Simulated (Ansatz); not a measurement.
**MgV2N: relaxing a made-up structure**

This structure for MgV2N is made up. Its elements were placed in a known structure type with a cell scaled to their sizes. What cell does the guess relax to, and how far off was it?

Method: DFT, PBEsol, plane-wave PAW, files of the set soft_1, scalar-relativistic, ferromagnetic start, cell and ions relaxed at zero pressure; PAW set soft_1, in the first sound run; inputs show where later runs differ, in Ansatz 0.2.0.

### Step 1. Starting point

It takes space group P6_3/mmc (No. 194, hexagonal). Conventional cell: a = 2.974 Å, b = 2.974 Å, c = 12.938 Å, α = 90.00°, β = 90.00°, γ = 120.00°. V has 3 N at 2.01 Å nearest. Nearest to Mg lie 6 V at 2.79 Å and 6 Mg at 2.97 Å. Nearest to N lie 6 V at 2.01 Å. Farther neighbours and most contacts between anions are not listed.

### Step 2. Relaxation of the guess

The guessed cell has no reason to be at equilibrium. It is relaxed with the atoms, within the space group of the guess.

File input.yaml:

```yaml
crystal:
  lattice:
    - [2.974, 0.0, 0.0]
    - [-1.487, 2.575559551, 0.0]
    - [0.0, 0.0, 12.938]
  atoms:
    - { symbol: V, position: [0.666666667, 0.333333333, 0.5805], spin: 2.0 }
    - { symbol: V, position: [0.333333333, 0.666666667, 0.4195], spin: 2.0 }
    - { symbol: V, position: [0.333333333, 0.666666667, 0.0805], spin: 2.0 }
    - { symbol: V, position: [0.666666667, 0.333333333, 0.9195], spin: 2.0 }
    - { symbol: Mg, position: [0.333333333, 0.666666667, 0.75] }
    - { symbol: Mg, position: [0.666666667, 0.333333333, 0.25] }
    - { symbol: "N", position: [0.0, 0.0, 0.5] }
    - { symbol: "N", position: [0.0, 0.0, 0.0] }
magnetization:
  spin_polarized: true
kpoints:
  mp_grid: { grid: [10, 10, 2] }
scf:
  occupations: { method: fermi_dirac, width: 0.05 }
hamiltonian:
  xc: pbesol
  pseudopotentials: { kind: paw, azcp: { folder: soft_1 }, xc_functional: pbe }
relax:
  f_tol: 0.015
  max_steps: 70
  cell: {}
output:
  forces: true
  stress: true
```

Started as:

```
$ ansatz run input.yaml --threads 4 --pin off --max-ram 10240MiB --backend cpu --events-out ev --progress --plain --runs-dir out
```

Numbers of over 12 decimals in the logs are rounded to 6 here.

The program printed:

```text
Engine: ansatz 0.2.0, aarch64-unknown-linux-gnu
Pseudopotentials: kind: paw
Pseudopotential: V, paw, valence charge 13, recommended cutoff 420 eV (normal), soft_1/V.paw.azcp
Pseudopotential: Mg, paw, valence charge 10, recommended cutoff 420 eV (normal), soft_1/Mg.paw.azcp
Pseudopotential: N, paw, valence charge 5, recommended cutoff 420 eV (normal), soft_1/N.paw.azcp
Functional definition: PBEsol
  exchange = pbesol_x
  correlation = pbesol_c
Crystal: 8 atoms, lattice volume = 99.101 Å³
Basis set: ecut = 420 eV, 1891 PW (Γ), exchange–correlation on 40×40×180 points (8 copies of the dense FFT grid, shifted against one another)
Bands: 54, of which v1, the nominal top of the filled ones, is band 41 counted from 1 (40 counted from 0)
Symmetry: 24 space group operations
Space group: P63/mmc (ITA 194), of the structure as read, at distance tolerance 4.6e-5 Å
Magnetic group: BNS 194.263 (UNI 1493), of the structure as read, at distance tolerance 4.6e-5 Å
k-points: 28 of 200
Non-local potential: V, projectors of the file, l = 0: 3, l = 1: 2, l = 2: 3, l = 3: 1
Non-local potential: Mg, projectors of the file, l = 0: 3, l = 1: 2, l = 2: 1
Non-local potential: N, projectors of the file, l = 0: 2, l = 1: 2, l = 2: 1
PAW form: soft (Blöchl's): semilocal exchange-correlation on the pseudo side does not see the compensation charge
PAW frozen core: V, regenerated for the run's functional, and the local potential with it (the file was generated under x = pbe(κ = 0.804, μ = 0.219515), c = pbe(β = 0.066725))
PAW frozen core: Mg, regenerated for the run's functional, and the local potential with it (the file was generated under x = pbe(κ = 0.804, μ = 0.219515), c = pbe(β = 0.066725))
PAW frozen core: N, regenerated for the run's functional, and the local potential with it (the file was generated under x = pbe(κ = 0.804, μ = 0.219515), c = pbe(β = 0.066725))
PAW one-centre angular grid: V, 590 points (default); XC on 64 Gauss nodes
PAW one-centre angular grid: Mg, 110 points (default); XC on 64 Gauss nodes
PAW one-centre angular grid: N, 110 points (default); XC on 64 Gauss nodes
Initial density: superposition of atomic densities (chi_scale 0.1, normalization cell, long waves 1 % of neutral atoms (reshape's long-wave potential 1.01 eV rms, cloud 2.12 Å wide))
Starting moments: Σ|m| = 8 μB on 4 of 8 sites
Initial wavefunctions: pseudopotential atomic-orbital guess
Functional: x = pbesol(κ = 0.804, μ = 0.123457), c = pbesol(β = 0.046)
SCF iter   1: F=—  HF=-16130.631220 eV  |F-HF|=—  |Δ(HF+E_count)|=         —  Δρ=9.28e-2 (↑9.28e-2 ↓3.23e-2)  dr2=3.14e1  dr2_m=2.49e0  M=4.056 μB ∫|m|=4.690 μB  β_m=0.30  ethr=3.10e-3  ⟨swp⟩=5.9  Hψ=11965  notcnv=0
Mixer restart at iter 1: flushing history
preconditioner: auto → Kerker (q_TF=auto, 2.644 Å⁻¹)  [metal: Δε(μ)=0.004 eV  Ē_g=7.625 eV  σ=0.050 eV  W_gap=0.02  n_scr=40 (ndim 8)  ℏωp=21.7 eV  f_vac=0.000  D(μ)=4.91/eV (n_scr^D=54)]
spin=Collinear: Kerker preconditioning applied to the charge; magnetization (m = ρ↑ − ρ↓) channel mixes plain (no charge-response kernel on spin).
SCF iter   2: F=—  HF=-16126.589766 eV  |F-HF|=—  |Δ(HF+E_count)|=    4.04e0  Δρ=5.63e-2 (↑5.63e-2 ↓3.07e-2)  dr2=1.50e1  dr2_m=1.24e0  M=3.837 μB ∫|m|=4.494 μB  β_m=0.52  ethr=3.10e-3  ⟨swp⟩=3.4  Hψ=5726  notcnv=0  defer=185
SCF iter   3: F=—  HF=-16126.029464 eV  |F-HF|=—  |Δ(HF+E_count)|=   5.60e-1  Δρ=2.16e-2 (↑1.62e-2 ↓2.16e-2)  dr2=1.61e0  dr2_m=2.56e-1  M=2.955 μB ∫|m|=3.530 μB  β_m=0.67  ethr=3.10e-3  ⟨swp⟩=3.0  Hψ=4777  notcnv=0  defer=185
SCF iter   4: F=—  HF=-16126.768360 eV  |F-HF|=—  |Δ(HF+E_count)|=   7.39e-1  Δρ=1.31e-2 (↑8.66e-3 ↓1.31e-2)  dr2=6.23e-2  dr2_m=9.65e-2  M=1.812 μB ∫|m|=2.205 μB  β_m=0.84  ethr=1.96e-3  ⟨swp⟩=2.3  Hψ=4550  notcnv=0  defer=153
SCF iter   5: F=—  HF=-16127.075903 eV  |F-HF|=—  |Δ(HF+E_count)|=         —  Δρ=2.14e-2 (↑2.14e-2 ↓1.84e-2)  dr2=1.58e-2  dr2_m=3.55e-1  M=0.439 μB ∫|m|=0.680 μB  β_m=0.84  ethr=7.60e-5  ⟨swp⟩=2.1  Hψ=4487  notcnv=0  defer=153
SCF iter   6: F=—  HF=-16127.028729 eV  |F-HF|=—  |Δ(HF+E_count)|=   4.72e-2  Δρ=7.58e-3 (↑7.58e-3 ↓2.53e-3)  dr2=3.48e-2  dr2_m=2.08e-2  M=0.129 μB ∫|m|=0.219 μB  β_m=0.92  ethr=1.92e-5  ⟨swp⟩=2.4  Hψ=5432  notcnv=0  defer=153
SCF iter   7: F=—  HF=-16127.041865 eV  |F-HF|=—  |Δ(HF+E_count)|=   1.31e-2  Δρ=2.16e-3 (↑2.16e-3 ↓1.98e-3)  dr2=1.26e-3  dr2_m=3.68e-3  M=0.044 μB ∫|m|=0.078 μB  β_m=0.95  ethr=1.92e-5  ⟨swp⟩=2.0  Hψ=5426  notcnv=0  defer=186
SCF iter   8: F=—  HF=-16127.041608 eV  |F-HF|=—  |Δ(HF+E_count)|=   2.57e-4  Δρ=2.87e-4 (↑1.81e-4 ↓2.87e-4)  dr2=2.46e-4  dr2_m=2.41e-5  M=0.003 μB ∫|m|=0.009 μB  β_m=0.98  ethr=1.53e-6  ⟨swp⟩=2.5  Hψ=4885  notcnv=0  defer=171
SCF iter   9: F=—  HF=-16127.041589 eV  |F-HF|=—  |Δ(HF+E_count)|=   1.87e-5  Δρ=9.10e-5 (↑9.10e-5 ↓7.56e-5)  dr2=1.94e-5  dr2_m=1.20e-6  M=-0.001 μB ∫|m|=0.001 μB  β_m=0.95  ethr=3.00e-7  ⟨swp⟩=2.0  Hψ=3864  notcnv=0  defer=171
SCF iter  10: F=—  HF=-16127.041592 eV  |F-HF|=—  |Δ(HF+E_count)|=   2.32e-6  Δρ=1.70e-5 (↑1.36e-5 ↓1.70e-5)  dr2=4.16e-7  dr2_m=9.48e-8  M=0.000 μB ∫|m|=0.001 μB  β_m=0.94  ethr=2.36e-8  ⟨swp⟩=2.0  Hψ=4920  notcnv=0  defer=171
SCF iter  11: F=—  HF=-16127.041592 eV  |F-HF|=—  |Δ(HF+E_count)|=   9.78e-8  Δρ=1.21e-5 (↑1.21e-5 ↓6.61e-6)  dr2=9.63e-8  dr2_m=6.16e-8  M=0.000 μB ∫|m|=0.000 μB  β_m=0.97  ethr=5.07e-10  ⟨swp⟩=2.0  Hψ=5351  notcnv=0  defer=171
SCF iter  12: F=—  HF=-16127.041592 eV  |F-HF|=—  |Δ(HF+E_count)|=   2.57e-8  Δρ=4.34e-6 (↑4.34e-6 ↓1.21e-6)  dr2=2.28e-8  dr2_m=4.61e-9  M=-0.000 μB ∫|m|=0.000 μB  β_m=0.99  ethr=1.17e-10  ⟨swp⟩=2.0  Hψ=4948  notcnv=0  defer=171
SCF iter  13: F=—  HF=-16127.041592 eV  |F-HF|=—  |Δ(HF+E_count)|=   2.13e-9  Δρ=5.53e-7 (↑5.53e-7 ↓3.40e-7)  dr2=4.04e-10  dr2_m=1.17e-10  M=-0.000 μB ∫|m|=0.000 μB  β_m=0.99  ethr=2.78e-11  ⟨swp⟩=2.0  Hψ=3817  notcnv=0  defer=171
SCF iter  14: F=-16127.041592 eV  HF=-16127.041592 eV  |F-HF|=9.09e-11  |Δ(HF+E_count)|=  7.64e-11  Δρ=1.81e-7 (↑1.81e-7 ↓1.17e-7)  dr2=9.72e-11  dr2_m=1.44e-12  M=-0.000 μB ∫|m|=0.000 μB  ethr=1.00e-12  ⟨swp⟩=1.0  Hψ=6593  notcnv=0
WARN: the starting moments were not kept: the SCF closed with an absolute magnetisation of 4.3e-6 μB, where they sum to 8 μB in size (4 sites). That is at most 0.1 of that sum. Measured as dr2_m measures the in/out step, that magnetisation stands 2.2e-12 eV from none, at or under the dr2_threshold of 1.0e-7 eV: it is no larger than a step whose dr2_m would equal this threshold. The system may hold no moment; this SCF [...]
SCF 1 converged in 14 iterations: F = -16127.041592 eV  dr2 = 9.72e-11
[...]
the starting moments were not kept: the SCF closed with an absolute magnetisation of 6.7e-5 μB, where they sum to 8 μB in size (4 sites). That is at most 0.1 of that sum. Measured as dr2_m measures the in/out step, that magnetisation stands 5.6e-10 eV from none, at or under the dr2_threshold of 8.0e-7 eV: it is no larger than a step whose dr2_m would equal this threshold.
SCF 3 converged in 9 iterations: F = -16127.467692 eV  dr2 = 2.79e-8
relax step   3: F+E_penalty+E_count = -16127.46769220 eV  Δ(F+E_penalty+E_count) = -2.911e-2 eV  max|allowed force component| = 5.071e-2 eV/Å  Δτ_max = 0.0110 Å  P = +0.470 GPa  Ω = 100.488 Å³  energy of the carried Pulay correction = -2.237e-3 eV  (9 SCF iters, dr2 threshold 8.00e-7 eV, accepted)
[...]
relax step   4: F+E_penalty+E_count = -16127.46780940 eV  Δ(F+E_penalty+E_count) = -1.172e-4 eV  max|allowed force component| = 6.208e-3 eV/Å  Δτ_max = 0.0008 Å  P = +0.038 GPa  Ω = 100.668 Å³  energy of the carried Pulay correction = -2.525e-3 eV  (8 SCF iters, dr2 threshold 6.86e-7 eV, accepted)
[...]
relax step   5: F+E_penalty+E_count = -16127.46779460 eV  Δ(F+E_penalty+E_count) = +1.480e-5 eV  max|allowed force component| = 9.421e-4 eV/Å  Δτ_max = 0.0001 Å  P = +0.002 GPa  Ω = 100.682 Å³  energy of the carried Pulay correction = -2.548e-3 eV  (7 SCF iters, dr2 threshold 1.80e-8 eV, accepted)
[...]
relax step   6: F+E_penalty+E_count = -16127.47453420 eV  Δ(F+E_penalty+E_count) = -6.740e-3 eV  max|allowed force component| = 6.179e-4 eV/Å  Δτ_max = 0.0000 Å  P = +0.102 GPa  Ω = 100.682 Å³  stress off target by 3.16e-1 GPa  SCF on the basis re-selected at this cell (its energy is not comparable with the rows above)  (10 SCF iters)
[...]
relax step   7: F+E_penalty+E_count = -16127.47454678 eV  Δ(F+E_penalty+E_count) = -1.258e-5 eV  max|allowed force component| = 4.420e-4 eV/Å  Δτ_max = 0.0005 Å  P = +0.008 GPa  Ω = 100.768 Å³  energy of the carried Pulay correction = -1.240e-4 eV  (8 SCF iters, dr2 threshold 2.50e-7 eV, accepted)
iter 1 solved again at ethr=5.09e-9 eV; its pass at ethr=3.10e-3 eV (dr2=4.18e-6 eV) is discarded
SCF iter   1: F=—  HF=-16127.474640 eV  |F-HF|=—  |Δ(HF+E_count)|=         —  Δρ=2.15e-6 (↑2.15e-6 ↓2.03e-6)  dr2=3.50e-9  dr2_m=1.02e-10  M=-0.000 μB ∫|m|=0.000 μB  β_m=0.65  ethr=5.09e-9  ⟨swp⟩=4.1  Hψ=20724  notcnv=0
preconditioner: auto → none  [metal: Δε(μ)=0.044 eV  Ē_g=6.945 eV  σ=0.050 eV  W_gap=0.22  n_scr=8 (ndim 8)  ℏωp=21.6 eV  f_vac=0.000  D(μ)=4.88/eV (n_scr^D=54)]
SCF iter   2: F=—  HF=-16127.474640 eV  |F-HF|=—  |Δ(HF+E_count)|=   5.65e-8  Δρ=1.21e-6 (↑1.07e-6 ↓1.21e-6)  dr2=1.37e-8  dr2_m=4.60e-11  M=-0.000 μB ∫|m|=0.000 μB  β_m=0.30  ethr=4.27e-12  ⟨swp⟩=2.4  Hψ=4958  notcnv=0
SCF iter   3: F=—  HF=-16127.474640 eV  |F-HF|=—  |Δ(HF+E_count)|=  1.27e-10  Δρ=1.05e-6 (↑1.05e-6 ↓1.05e-6)  dr2=5.70e-10  dr2_m=4.82e-11  M=-0.000 μB ∫|m|=0.000 μB  β_m=0.35  ethr=4.27e-12  ⟨swp⟩=2.0  Hψ=3907  notcnv=0
SCF iter   4: F=—  HF=-16127.474640 eV  |F-HF|=—  |Δ(HF+E_count)|=   1.95e-9  Δρ=3.70e-7 (↑3.70e-7 ↓3.67e-7)  dr2=5.82e-11  dr2_m=2.48e-11  M=-0.000 μB ∫|m|=0.000 μB  β_m=0.40  ethr=1.00e-12  ⟨swp⟩=2.0  Hψ=3892  notcnv=0
SCF iter   5: F=—  HF=-16127.474640 eV  |F-HF|=—  |Δ(HF+E_count)|=  5.60e-10  Δρ=1.45e-7 (↑9.36e-8 ↓1.45e-7)  dr2=1.92e-11  dr2_m=8.53e-12  M=-0.000 μB ∫|m|=0.000 μB  β_m=0.65  ethr=1.00e-12  ⟨swp⟩=1.6  Hψ=3123  notcnv=0
SCF iter   6: F=-16127.474640 eV  HF=-16127.474640 eV  |F-HF|=4.00e-11  |Δ(HF+E_count)|=  2.00e-10  Δρ=8.14e-8 (↑5.85e-8 ↓8.14e-8)  dr2=4.81e-11  dr2_m=2.41e-13  M=-0.000 μB ∫|m|=0.000 μB  ethr=1.00e-12  ⟨swp⟩=2.3  Hψ=8053  notcnv=0
the starting moments were not kept: the SCF closed with an absolute magnetisation of 1.7e-6 μB, where they sum to 8 μB in size (4 sites). That is at most 0.1 of that sum. Measured as dr2_m measures the in/out step, that magnetisation stands 3.8e-13 eV from none, at or under the dr2_threshold of 8.0e-11 eV: it is no larger than a step whose dr2_m would equal this threshold.
SCF 8 converged in 6 iterations: F = -16127.474640 eV  dr2 = 4.81e-11
relax step   8: F+E_penalty+E_count = -16127.47464029 eV  Δ(F+E_penalty+E_count) = -9.352e-5 eV  max|allowed force component| = 4.778e-4 eV/Å  Δτ_max = 0.0000 Å  P = +0.008 GPa  Ω = 100.768 Å³  stress off target by 2.09e-2 GPa  SCF on the basis re-selected at this cell (its energy is not comparable with the rows above)  (6 SCF iters)
basis re-selected at this cell: Δ(F+E_penalty+E_count) = -9.352e-5 eV, ΔP = -0.000 GPa vs the last step (what re-selecting the basis moved, of the pressure what is left beyond the Pulay correction that the steps carried, after the strain that the cell walked since its last selection, with what the two solves' SCF thresholds leave and, on support functions, any second-order correction that the steps lacked; it is no m [...]
SCF converged after 6 iterations
Magnetization: -0.0000 μB (41.0000 up, 41.0000 down)
Absolute magnetization: 0.0000 μB (∫|ρ↑−ρ↓|, with the PAW one-centre terms)
Spin contamination: 0.0000 ħ² per cell (⟨S²⟩ above its minimum at these occupations)
Per-site moments (μB) at R_I (Å): [(-2.530415943982442e-7, 0.814889), (-2.5304159422772947e-7, 0.814889), (-2.530415942218583e-7, 0.814889), (-2.530415944029458e-7, 0.814889), (-1.4574981667800136e-8, 1.199648), (-1.4574981897754889e-8, 1.199648), (6.571866753072783e-8, 0.814889), (6.571866753901269e-8, 0.814889)]
Free energy (F): -16127.474640 eV
Harris-Foulkes:  -16127.474640 eV  (|F-HF|=4.00e-11)
Internal energy: -16127.433318 eV  (E = F + TS)
E sigma→0 (E₀):  -16127.453979 eV
Entropy (-TS):   -0.041323 eV (-5.165 meV/atom)
Fermi energy:    13.224474 eV
--- Per-component energies (eV) ---
  E_band       = -1316.570763
  E_kinetic    = 1586.143506
  E_local      = -8974.202009  (includes V_loc(G=0)·N_el)
  E_nonlocal   = 793.936560
  E_hartree    = 3526.004417
  E_xc         = -630.027779
  E_vxc        = -802.328598  (∫ρ·V_xc dr)
  E_paw        = -5222.185125  (= ΣΔE_a)
  E_vpaw       = -972.135561  (= ΣTr[D̂ρ^β])
  E_aug_tail   = 0.005906  (compensation charges beyond the density's cutoff)
  E_ewald      = -7207.881434
  E_core_change = 0.772640  (= ΣΔE_core)
  E_smearing   = -0.041323  (= −TS)
  E_closure    = -0.000000  (closes the sum)
  Σ components = -16127.474640   (vs F -16127.474640, Δ=0.00e0)
--- Forces (eV/Å), atoms counted from 1 ---
  atom   1  V      0.00000000     0.00000000    -0.00047777
  atom   2  V     -0.00000000    -0.00000000     0.00047777
  atom   3  V     -0.00000000    -0.00000000    -0.00047777
  atom   4  V     -0.00000000     0.00000000     0.00047777
  atom   5  Mg    -0.00000000    -0.00000000     0.00000000
  atom   6  Mg     0.00000000     0.00000000    -0.00000000
  atom   7  N     -0.00000000     0.00000000     0.00000000
  atom   8  N     -0.00000000     0.00000000     0.00000000
  max |Σ_I F_I| component: 4.63e-18 eV/Å
--- Stress (GPa, compression-positive) ---
        0.001578       0.000000      -0.000000
        0.000000       0.001578      -0.000000
       -0.000000      -0.000000       0.020896
  P = ⅓ Tr σ = 0.0080 GPa (0.080 kbar)
--- Relaxed structure (6 steps of the walk, 6 accepted, 2 SCFs on fresh bases) ---
  F+E_penalty+E_count = -16127.47464029 eV   max|allowed force component| = 4.778e-4 eV/Å   (the final SCF, on the basis selected at the relaxed cell)
  cell:  # Å, volume = 100.7675 Å³
    - [2.908237, 0, 0]
    - [-1.454119, 2.518607, 0]
    - [0, 0, 13.757207]
  atoms:
    - { symbol: V, position: [0.666667, 0.333333, 0.575655] }
    - { symbol: V, position: [0.333333, 0.666667, 0.424345] }
    - { symbol: V, position: [0.333333, 0.666667, 0.075655] }
    - { symbol: V, position: [0.666667, 0.333333, 0.924345] }
    - { symbol: Mg, position: [0.333333, 0.666667, 0.75] }
    - { symbol: Mg, position: [0.666667, 0.333333, 0.25] }
    - { symbol: N, position: [0, 0, 0.5] }
    - { symbol: N, position: [0, 0, 0] }
```

Wall time 39 s (4 threads of Arm Neoverse V2, shared host); peak memory 0.6 GiB.

Relaxation path:

```
step  energy less that of the first step (eV)  largest force component (eV/Å)  pressure (GPa)  volume (Å³)
   1                                   0.0000                          1.2366           -2.43        99.10
   2                                  -0.3970                          0.2781           -1.82       101.08
   3                                  -0.4261                          0.0507            0.47       100.49
   4                                  -0.4262                          0.0062            0.04       100.67
   5                                  -0.4262                          0.0009            0.00       100.68
  6*                                  -0.4329                          0.0006            0.10       100.68
   7                                  -0.4330                          0.0004            0.01       100.77
  8*                                  -0.4330                          0.0005            0.01       100.77
```

Relaxation steps marked * repeat the geometry before them on a plane-wave basis chosen anew for their cell, so energy and pressure can jump there.

The run keeps the 24 symmetry operations that it works with, so distortions that break them were not tested.

```
conventional cell, symmetrised  before   after  change
                         a (Å)   2.974   2.908  -2.2 %
                         b (Å)   2.974   2.908  -2.2 %
                         c (Å)  12.938  13.757  +6.3 %
              volume (Å³/atom)   12.39   12.60  +1.7 %
```

The atoms that moved most (Å, as changes of fractional coordinates times the final cell):

```
atom     dx     dy      dz  length
  V4  0.000  0.000   0.067   0.067
  V3  0.000  0.000  -0.067   0.067
  V2  0.000  0.000   0.067   0.067
  V1  0.000  0.000  -0.067   0.067
```

Final coordinates:

```cif
data_structure
_symmetry_space_group_name_H-M 'P 1'
_symmetry_Int_Tables_number 1
_cell_length_a 2.9082
_cell_length_b 2.9082
_cell_length_c 13.7572
_cell_angle_alpha 90.000
_cell_angle_beta 90.000
_cell_angle_gamma 120.000
_cell_volume 100.77
loop_
_atom_site_label
_atom_site_type_symbol
_atom_site_fract_x
_atom_site_fract_y
_atom_site_fract_z
_atom_site_occupancy
V1 V 0.66667 0.33333 0.57566 1
V2 V 0.33333 0.66667 0.42434 1
V3 V 0.33333 0.66667 0.07566 1
V4 V 0.66667 0.33333 0.92434 1
Mg5 Mg 0.33333 0.66667 0.75000 1
Mg6 Mg 0.66667 0.33333 0.25000 1
N7 N 0.00000 0.00000 0.50000 1
N8 N 0.00000 0.00000 0.00000 1
```

Numbers from this step:

```yaml
free_energy: -16127.4746 eV
energy_at_zero_smearing: -16127.4540 eV
smearing_term_ts: 0.04132 eV
fermi_energy: 13.22 eV
electrons: 82
symmetry_operations: 24
pressure: 0.008017 GPa
```

The shortest distance of each pair, which need not be the same contact before and after:

```
 pair  guess (Å)  relaxed (Å)
  N–V      2.008        1.975
  V–V      2.699        2.674
Mg–Mg      2.974        2.908
  N–N      2.974        2.908
 Mg–V      2.785        2.928
```

The relaxation ends with a largest force component of 4.8e-4 eV/Å and a pressure of 0.01 GPa. No moment survives the cycle: this start ends non-magnetic.

(Continued in part 2 of 2.)

[Logs are printed without paths, hosts, clocks, repeated set-up lines and the standing remarks that a program may print on its own settings, such as how far it seeks lower states.]

[Hosts, paths, dates, database ids (printed as entryN), source tags and the programs' standing remarks are cut or masked in the printed files.]
